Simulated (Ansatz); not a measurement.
# Li on Al(110): change of the work function, part 2 of 2

Wanted: Δφ(θ) for Li/Al(110), starting from the top site.

Ansatz 0.2.0; plane-wave DFT, PBE, Ansatz PAW.

So far, work function, upper face (eV): step 2 (the clean slab) 3.99; step 3 (46 atoms, coverage 0.111 ML, cell 3x3) 2.80; step 4 (21 atoms, coverage 0.25 ML, cell 2x2) 2.14.

## 5. The covered slab, k-mesh 4×5×1, coverage 0.5 ML

System of this step: Li/Al(110). The cell holds 22 atoms: 20 Al and 2 Li. Its edges and angles: a = 8.100 Å, b = 5.728 Å, c = 26.249 Å, α = 90.0°, β = 90.0°, γ = 90.0°. Vacuum lies along c.

The input, input.yaml:

```yaml
crystal:
  lattice:
    - [8.1, 0.0, 0.0]
    - [0.0, 5.7275649276, 0.0]
    - [0.0, 0.0, 26.2490817459]
  atoms:
    - { symbol: Al, position: [0.0, 0.0, 0.3428691368] }
    - { symbol: Al, position: [0.25, 0.25, 0.3974192824] }
    - { symbol: Al, position: [0.0, 0.0, 0.4508543951] }
    - { symbol: Al, position: [0.25, 0.25, 0.5070859147] }
    - { symbol: Al, position: [0.0, 0.0, 0.557527379] }
    - { symbol: Al, position: [0.0, 0.5, 0.3428691368] }
    - { symbol: Al, position: [0.25, 0.75, 0.3974192824] }
    - { symbol: Al, position: [0.0, 0.5, 0.4508543951] }
    - { symbol: Al, position: [0.25, 0.75, 0.5070859147] }
    - { symbol: Al, position: [0.0, 0.5, 0.557527379] }
    - { symbol: Al, position: [0.5, 0.0, 0.3428691368] }
    - { symbol: Al, position: [0.75, 0.25, 0.3974192824] }
    - { symbol: Al, position: [0.5, 0.0, 0.4508543951] }
    - { symbol: Al, position: [0.75, 0.25, 0.5070859147] }
    - { symbol: Al, position: [0.5, 0.0, 0.557527379] }
    - { symbol: Al, position: [0.5, 0.5, 0.3428691368] }
    - { symbol: Al, position: [0.75, 0.75, 0.3974192824] }
    - { symbol: Al, position: [0.5, 0.5, 0.4508543951] }
    - { symbol: Al, position: [0.75, 0.75, 0.5070859147] }
    - { symbol: Al, position: [0.5, 0.5, 0.557527379] }
    - { symbol: Li, position: [0.0, 0.0, 0.6571308632] }
    - { symbol: Li, position: [0.5, 0.5, 0.6571308632] }
kpoints:
  mp_grid: { grid: [4, 5, 1] }
hamiltonian:
  xc: pbe
scf:
  occupations: { method: fermi_dirac, width: 0.1 }
  convergence: { dr2_threshold: 1.0e-08 }
efield:
  axis: 3
  dipole_correction: true
  ramp_position: 0.97
  ramp_width: 0.06
relax:
  f_tol: 0.02
  max_steps: 60
  constraints: [{ sites: [0, 1, 5, 6, 10, 11, 15, 16] }]
output:
  bader: true
  dos: { projected: true, e_range: [-8, 4] }
  write_potential: true
  write_density: true
  volumetric_format: npy
```

Run with:

```console
ansatz run input.yaml --threads 4 --pin off --max-ram 6144MiB --backend cpu --events-out ev --progress --plain --runs-dir out
```

Elapsed: 2 min, on 4 threads of Intel Xeon 6975P-C (Granite Rapids), shared host; peak memory 2 GiB; 7.7 min of CPU time.

Step by step:

```csv
step,energy less that of the first step (eV),largest force component (eV/Å)
1,0.0000,0.2595
2,-0.0471,0.0911
3,-0.0581,0.0262
4,-0.0590,0.0118
```

The run keeps the 8 symmetry operations that it works with, so distortions that break them were not tested.

The atoms that moved most (Å):

```csv
atom,dx,dy,dz,length
Al15,0.000,0.000,0.176,0.176
Al10,0.000,0.000,0.176,0.176
Li21,0.000,0.000,-0.132,0.132
Li22,0.000,0.000,-0.132,0.132
Al5,0.000,0.000,-0.093,0.093
Al20,0.000,0.000,-0.093,0.093
Al13,0.000,0.000,0.042,0.042
Al8,0.000,0.000,0.042,0.042
```

The relaxed structure:

```xyz
22
Lattice="8.1000 0.0000 0.0000 0.0000 5.7276 0.0000 0.0000 0.0000 26.2491" Properties=species:S:1:pos:R:3
Al    0.0000    0.0000    9.0000
Al    2.0250    1.4319   10.4319
Al    0.0000    0.0000   11.8122
Al    2.0250    1.4319   13.3273
Al    0.0000    0.0000   14.5412
Al    0.0000    2.8638    9.0000
Al    2.0250    4.2957   10.4319
Al    0.0000    2.8638   11.8764
Al    2.0250    4.2957   13.3273
Al    0.0000    2.8638   14.8108
Al    4.0500    0.0000    9.0000
Al    6.0750    1.4319   10.4319
Al    4.0500    0.0000   11.8764
Al    6.0750    1.4319   13.3273
Al    4.0500    0.0000   14.8108
Al    4.0500    2.8638    9.0000
Al    6.0750    4.2957   10.4319
Al    4.0500    2.8638   11.8122
Al    6.0750    4.2957   13.3273
Al    4.0500    2.8638   14.5412
Li    0.0000    0.0000   17.1173
Li    4.0500    2.8638   17.1173
```

The relaxation took 4 steps and lowered the energy by 0.059 eV; the largest force on the free atoms ends at 0.012 eV/Å.

The covered face has 2.38 eV, -1.62 eV against the clean one; the bare back face has moved by -0.01 eV, a measure of how thin the slab is.

## 6. The covered slab, k-mesh 8×10×1, coverage 1 ML

System of this step: Li/Al(110). The cell holds 6 atoms: 5 Al and 1 Li. Cell: a = 4.050 Å, b = 2.864 Å, c = 26.249 Å, α = 90.0°, β = 90.0°, γ = 90.0°. Vacuum lies along c.

input.yaml, the sections that differ from step 5:

```yaml
crystal:
  lattice:
    - [4.05, 0.0, 0.0]
    - [0.0, 2.8637824638, 0.0]
    - [0.0, 0.0, 26.2490817459]
  atoms:
    - { symbol: Al, position: [0.0, 0.0, 0.3428691368] }
    - { symbol: Al, position: [0.5, 0.5, 0.3974192824] }
    - { symbol: Al, position: [0.0, 0.0, 0.4508543951] }
    - { symbol: Al, position: [0.5, 0.5, 0.5070859147] }
    - { symbol: Al, position: [0.0, 0.0, 0.557527379] }
    - { symbol: Li, position: [0.0, 0.0, 0.6571308632] }
kpoints:
  mp_grid: { grid: [8, 10, 1] }
relax:
  f_tol: 0.02
  max_steps: 60
  constraints: [{ sites: [0, 1] }]
output:
  bader: true
  write_potential: true
  write_density: true
  volumetric_format: npy
# hamiltonian, scf, efield: as in step 5
```

The job ended after 23 s (4 threads; peak memory 0.65 GiB).

The steps of the relaxation:

```csv
step,energy less that of the first step (eV),largest force component (eV/Å)
1,0.0000,0.1933
2,-0.0117,0.0111
```

Forces are held to the 4 operations that the run works with; a distortion that breaks them can't arise in this run.

The atoms that moved most (Å):

```csv
atom,dx,dy,dz,length
Li6,0.000,0.000,0.149,0.149
Al5,0.000,0.000,0.041,0.041
Al4,0.000,0.000,0.010,0.010
Al3,0.000,0.000,0.010,0.010
```

Final coordinates:

```cif
data_structure
_symmetry_space_group_name_H-M 'P 1'
_symmetry_Int_Tables_number 1
_cell_length_a 4.0500
_cell_length_b 2.8638
_cell_length_c 26.2491
_cell_angle_alpha 90.000
_cell_angle_beta 90.000
_cell_angle_gamma 90.000
_cell_volume 304.45
loop_
_atom_site_label
_atom_site_type_symbol
_atom_site_fract_x
_atom_site_fract_y
_atom_site_fract_z
_atom_site_occupancy
Al1 Al 0.00000 0.00000 0.34287 1
Al2 Al 0.50000 0.50000 0.39742 1
Al3 Al 0.00000 0.00000 0.45122 1
Al4 Al 0.50000 0.50000 0.50747 1
Al5 Al 0.00000 0.00000 0.55910 1
Li6 Li 0.00000 0.00000 0.66283 1
```

Running mean over 1.432 Å of the planar mean; the ramp of the sawtooth is left out. Table of electron's electrostatic potential energy less the Fermi level by z:

```csv
z (Å),electron's electrostatic potential energy less the Fermi level (eV)
3.5,4.03
4.0,4.03
4.5,4.03
5.0,4.03
5.5,4.02
6.0,3.99
6.5,3.91
7.0,3.63
7.5,2.72
8.0,0.694
8.5,-1.65
9.0,-3.63
9.5,-4.46
10.0,-4.65
10.5,-4.73
11.0,-4.78
11.5,-4.75
12.0,-4.60
12.5,-4.54
13.0,-4.60
13.5,-4.84
14.0,-4.84
14.5,-4.29
15.0,-2.42
15.5,-0.102
16.0,1.60
16.5,1.23
17.0,-0.569
17.5,-1.38
18.0,-0.409
18.5,1.37
19.0,2.47
19.5,3.00
20.0,3.25
20.5,3.35
21.0,3.39
21.5,3.41
22.0,3.42
22.5,3.42
23.0,3.42
```

The relaxation took 2 steps and lowered the energy by 0.012 eV; the largest force on the free atoms ends at 0.011 eV/Å.

The covered face has 3.42 eV, -0.57 eV against the clean one; the bare back face has moved by +0.04 eV, a measure of how thin the slab is.

## 7. Work function against coverage

This step: plane-wave DFT, PBE, Ansatz PAW; work function against coverage (Ansatz 0.2.0).

The runs are now put side by side.

Numbers from this step:

* work function of the clean face: 3.995 eV
* largest change of the work function: -1.859 eV

Table of work function of the covered face by coverage:

```csv
coverage (adsorbates/nm²),work function of the covered face (eV)
0.00,3.99
0.96,2.80
2.16,2.14
4.31,2.38
8.62,3.42
```

The dipole per adsorbate comes from the change of the cell's dipole. Coverage, by row:

```csv
coverage (1/nm²),coverage (ML),work function (eV),change (eV),"dipole per adsorbate, positive end outwards (debye)",mean height of the added atoms over the highest substrate atom (Å)
0.9579,0.1111,2.805,-1.19,3.258,2.372
2.155,0.25,2.136,-1.859,2.265,2.232
4.311,0.5,2.379,-1.616,0.987,2.307
8.622,1,3.421,-0.5739,0.188,2.723
```

## 8. The slab at 0.25 ML, atoms frozen

This step: plane-wave DFT, PBE, Ansatz PAW (Ansatz 0.2.0).

System of this step: Li/Al(110). The cell holds 21 atoms: 20 Al and 1 Li. Its edges and angles: a = 8.100 Å, b = 5.728 Å, c = 26.249 Å, α = 90.0°, β = 90.0°, γ = 90.0°. Vacuum lies along c.

To see where the charge goes, the covered slab, the bare substrate and the adsorbate layer are each run at the same frozen positions and on the same grid.

The input, input.yaml:

```yaml
crystal:
  lattice:
    - [8.1, 0.0, 0.0]
    - [0.0, 5.7275649276, 0.0]
    - [0.0, 0.0, 26.2490817459]
  atoms:
    - { symbol: Al, position: [0.0, 0.0, 0.3428691368] }
    - { symbol: Al, position: [0.25, 0.25, 0.3974192824] }
    - { symbol: Al, position: [0.0, 0.0, 0.4491415527] }
    - { symbol: Al, position: [0.2501088856, 0.2528356411, 0.507404536] }
    - { symbol: Al, position: [0.0, 0.0, 0.5519851175] }
    - { symbol: Al, position: [0.0, 0.5, 0.3428691368] }
    - { symbol: Al, position: [0.25, 0.75, 0.3974192824] }
    - { symbol: Al, position: [0.0, 0.5, 0.4521769486] }
    - { symbol: Al, position: [0.2501088856, 0.7471643589, 0.507404536] }
    - { symbol: Al, position: [0.0, 0.5, 0.5634431213] }
    - { symbol: Al, position: [0.5, 0.0, 0.3428691368] }
    - { symbol: Al, position: [0.75, 0.25, 0.3974192824] }
    - { symbol: Al, position: [0.5, 0.0, 0.4515022825] }
    - { symbol: Al, position: [0.7498911144, 0.2528356411, 0.507404536] }
    - { symbol: Al, position: [0.5, 0.0, 0.5583559827] }
    - { symbol: Al, position: [0.5, 0.5, 0.3428691368] }
    - { symbol: Al, position: [0.75, 0.75, 0.3974192824] }
    - { symbol: Al, position: [0.5, 0.5, 0.4512887963] }
    - { symbol: Al, position: [0.7498911144, 0.7471643589, 0.507404536] }
    - { symbol: Al, position: [0.5, 0.5, 0.558638553] }
    - { symbol: Li, position: [0.0, 0.0, 0.6484819304] }
kpoints:
  mp_grid: { grid: [4, 5, 1] }
hamiltonian:
  xc: pbe
scf:
  occupations: { method: fermi_dirac, width: 0.1 }
  convergence: { dr2_threshold: 1.0e-08 }
efield:
  axis: 3
  dipole_correction: true
  ramp_position: 0.97
  ramp_width: 0.06
output:
  write_potential: true
  write_density: true
  volumetric_format: npy
```

The job ended after 22 s (4 threads; peak memory 1.9 GiB; 81 s of CPU time).

Numbers from this step:

```yaml
energy_at_zero_smearing: -10948.6503 eV
work_function_upper_face: 2.136 eV
work_function_lower_face: 3.972 eV
dipole_along_the_normal: 0.4709 e·Å
step_between_the_vacuum_levels: -1.837 eV
```

The work function of the upper face is 2.14 eV.

## 9. The substrate of the 0.25 ML cell alone

System of this step: Li/Al(110), substrate alone, atoms held. The cell holds 20 atoms: 20 Al. Cell: a = 8.100 Å, b = 5.728 Å, c = 26.249 Å, α = 90.0°, β = 90.0°, γ = 90.0°. Vacuum lies along c.

The second part, atoms unmoved.

input.yaml: that of step 8 with these lines changed.

```diff
@@ -26,3 +26,2 @@
     - { symbol: Al, position: [0.5, 0.5, 0.558638553] }
-    - { symbol: Li, position: [0.0, 0.0, 0.6484819304] }
 kpoints:
```

Elapsed: 16 s, on 4 threads; peak memory 1.8 GiB.

This step gave:

```yaml
energy_at_zero_smearing: -10744.3148 eV
work_function_upper_face: 4.000 eV
dipole_along_the_normal: -0.002135 e·Å
```

The work function of the upper face is 4.00 eV.

## 10. The adsorbate layer of the 0.25 ML cell alone

System of this step: Li/Al(110), adsorbate layer alone, atoms held. The cell holds 1 atom: 1 Li. Cell: a = 8.100 Å, b = 5.728 Å, c = 26.249 Å, α = 90.0°, β = 90.0°, γ = 90.0°. Vacuum lies along c.

The third part; a free layer of atoms may carry a moment, so spin is on.

input.yaml, the sections that differ from step 9:

```yaml
crystal:
  lattice:
    - [8.1, 0.0, 0.0]
    - [0.0, 5.7275649276, 0.0]
    - [0.0, 0.0, 26.2490817459]
  atoms:
    - { symbol: Li, position: [0.0, 0.0, 0.6484819304], spin: 1.0 }
magnetization:
  spin_polarized: true
# kpoints, hamiltonian, scf, efield, output: as in step 9
```

Wall time 21 s (4 threads); peak memory 1.1 GiB.

Numbers from this step:

* energy at zero smearing: -203.0947 eV
* total moment: 1.0000 μB
* site moments: 0.7853 μB
* dipole along the normal: 6.93e-7 e·Å

Site moment by atom:

```csv
atom,site moment (μB)
Li1,0.785
```

The free layer carries a moment of 1.0 μB a cell.

## 11. Density difference at 0.25 ML

This step: plane-wave DFT, PBE, Ansatz PAW; density difference on adsorption (Ansatz 0.2.0).

The densities of the parts are taken from that of the whole and averaged over planes; the first moment of what is left gives the step in the potential.

This step gave:

```
largest charge moved                 : 0.005569 e/Å²
potential step from the moved charge : -1.845 eV
```

Planar mean, whole system less its parts. The electron density difference by z:

z (Å), electron density difference (e/Å³) and a bar from the least value:
```
      4.0    0.00000 ##########
      4.5    0.00000 ##########
      5.0    0.00000 ##########
      5.5    0.00000 ##########
      6.0   -0.00001 ##########
      6.5   -0.00001 ##########
      7.0   -0.00002 ##########
      7.5   -0.00005 ##########
      8.0   -0.00009 ##########
      8.5    0.00005 ##########
      9.0    0.00013 ###########
      9.5    0.00006 ##########
     10.0    0.00010 ##########
     10.5   -0.00008 ##########
     11.0   -0.00031 #########
     11.5    0.00015 ###########
     12.0    0.00048 ############
     12.5   -0.00040 #########
     13.0   -0.00068 ########
     13.5    0.00039 ###########
     14.0    0.00018 ###########
     14.5   -0.00226 ###
     15.0   -0.00077 ########
     15.5    0.00490 #########################
     16.0    0.00644 ##############################
     16.5    0.00308 ####################
     17.0   -0.00089 #######
     17.5   -0.00263 ##
     18.0   -0.00326 
     18.5   -0.00231 ###
     19.0   -0.00123 ######
     19.5   -0.00056 ########
     20.0   -0.00024 #########
     20.5   -0.00010 ##########
     21.0   -0.00004 ##########
     21.5   -0.00001 ##########
     22.0    0.00000 ##########
     22.5    0.00000 ##########
     23.0    0.00000 ##########
```

Planar mean, whole system less its parts. Electrons moved below z against z:

z (Å), electrons moved below z (e/Å²) and a bar from the least value:
```
        4    0.00000 #######
        5    0.00000 #######
        6   -0.00001 #######
        7   -0.00002 #######
        8   -0.00007 #######
        9   -0.00002 #######
       10    0.00006 #######
       11   -0.00006 #######
       12    0.00012 ########
       13   -0.00024 ######
       14   -0.00001 #######
       15   -0.00166 
       16    0.00301 ####################
       17    0.00539 ##############################
       18    0.00281 ###################
       19    0.00066 ##########
       20    0.00011 ########
       21    0.00002 #######
       22    0.00000 #######
       23    0.00000 #######
```

## 12. The same run with other settings

This step: plane-wave DFT, PBE, Ansatz PAW (Ansatz 0.2.0).

System of this step: Li/Al(110). The cell holds 6 atoms: 5 Al and 1 Li. Cell: a = 4.050 Å, b = 2.864 Å, c = 26.249 Å, α = 90.0°, β = 90.0°, γ = 90.0°. Vacuum lies along c.

An input spoilt on purpose, to show how the run answers: it repeats the earlier run at 1 ML with efield.ramp_width from 0.06 to 0.9, and scf.max_iter set to 80.

The input, input.yaml:

```yaml
crystal:
  lattice:
    - [4.05, 0.0, 0.0]
    - [0.0, 2.8637824638, 0.0]
    - [0.0, 0.0, 26.2490817459]
  atoms:
    - { symbol: Al, position: [0.0, 0.0, 0.3428691368] }
    - { symbol: Al, position: [0.5, 0.5, 0.3974192824] }
    - { symbol: Al, position: [0.0, 0.0, 0.4508543951] }
    - { symbol: Al, position: [0.5, 0.5, 0.5070859147] }
    - { symbol: Al, position: [0.0, 0.0, 0.557527379] }
    - { symbol: Li, position: [0.0, 0.0, 0.6571308632] }
kpoints:
  mp_grid: { grid: [8, 10, 1] }
hamiltonian:
  xc: pbe
scf:
  occupations: { method: fermi_dirac, width: 0.1 }
  convergence: { dr2_threshold: 1.0e-08 }
  max_iter: 80
efield:
  axis: 3
  dipole_correction: true
  ramp_position: 0.97
  ramp_width: 0.9
relax:
  f_tol: 0.02
  max_steps: 60
  constraints: [{ sites: [0, 1] }]
output:
  bader: true
  write_potential: true
  write_density: true
  volumetric_format: npy
```

Wall time 0.22 s (4 threads); peak memory 0.38 GiB; 0.46 s of CPU time.

The input was rejected at the start.

The program's message: “Error: efield: ion 0 (Al) at fractional coordinate 0.3429 along the field axis lies inside the sawtooth ramp with 2 of the planes that the density is read on at each end, [0.9589, 0.8811] — the ramp m …”

The fault put into the input: a ramp so wide that it reaches the atoms.

## 13. Varying the input

System of this step: Al(110). The cell holds 5 atoms: 5 Al. Its edges and angles: a = 4.050 Å, b = 2.864 Å, c = 23.728 Å, α = 90.0°, β = 90.0°, γ = 90.0°. Vacuum lies along c.

An input spoilt on purpose, to show how the run answers: it repeats the earlier run at 0 ML with relax.max_displacement to 2.0, and scf.max_iter set to 100.

The input, input.yaml:

```yaml
crystal:
  lattice:
    - [4.05, 0.0, 0.0]
    - [0.0, 2.8637824638, 0.0]
    - [0.0, 0.0, 23.7275649276]
  atoms:
    - { symbol: Al, position: [0.0, 0.0, 0.3793056737] }
    - { symbol: Al, position: [0.5, 0.5, 0.4396528368] }
    - { symbol: Al, position: [0.0, 0.0, 0.5] }
    - { symbol: Al, position: [0.5, 0.5, 0.5603471632] }
    - { symbol: Al, position: [0.0, 0.0, 0.6206943263] }
kpoints:
  mp_grid: { grid: [8, 10, 1] }
hamiltonian:
  xc: pbe
scf:
  occupations: { method: fermi_dirac, width: 0.1 }
  convergence: { dr2_threshold: 1.0e-08 }
  max_iter: 100
efield:
  axis: 3
  dipole_correction: true
  ramp_position: 0.97
  ramp_width: 0.06
relax:
  f_tol: 0.02
  max_steps: 60
  constraints: [{ sites: [0, 1] }]
  max_displacement: 2.0
output:
  write_potential: true
  write_density: true
  volumetric_format: npy
```

Elapsed: 6.7 s, on 4 threads; peak memory 0.6 GiB.

```csv
quantity,this run,earlier run,difference
"work function, upper face (eV)",3.995,3.995,0
dipole along the normal (e·Å),-1.76e-4,-1.76e-4,0
```

Nothing in the table moves by 0.01 in its unit (for the dipole 0.5 % and 5e-5 e·Å).

The fault (relaxation steps far too long) did no harm here.

## 14. Results

```
work function of the clean face                                                           : 3.99 eV
work function at 0.11 ML                                                                  : 2.80 eV
work function at 0.25 ML                                                                  : 2.14 eV
work function at 0.5 ML                                                                   : 2.38 eV
work function at 1 ML                                                                     : 3.42 eV
dipole per adsorbate at 0.11 ML, positive end outwards                                    : 3.26 D
step of the potential from the moved charge at 0.25 ML, upper less lower side, atoms held : -1.84 eV
```

What this shows: Li lowers the work function of Al(110) at the lowest coverage, by 1.19 eV: the adsorbate layer has its positive end outwards. The dipole per adsorbate falls from 3.26 to 0.19 D as the layer fills. Neighbouring dipoles depolarise each other, and heights and bonding change with coverage too. The work function passes a minimum near 0.25 ML among the coverages run and rises again. The slab has 5 layers, at the tabulated experimental lattice constant, one starting site was run, and quantum-size effects of a slab this thin can reach one or two tenths of an eV.

[Logs are printed without paths, hosts, clocks, repeated set-up lines and the standing remarks that a program may print on its own settings, such as how far it seeks lower states.]

[Hosts, paths, dates, database ids (printed as entryN), source tags and the programs' standing remarks are cut or masked in the printed files.]

[Maps of the electrostatic potential energy from Ansatz leave out the sawtooth potential of an applied field or a dipole correction, so their vacuum need not be flat; planar profiles and work functions include it.]
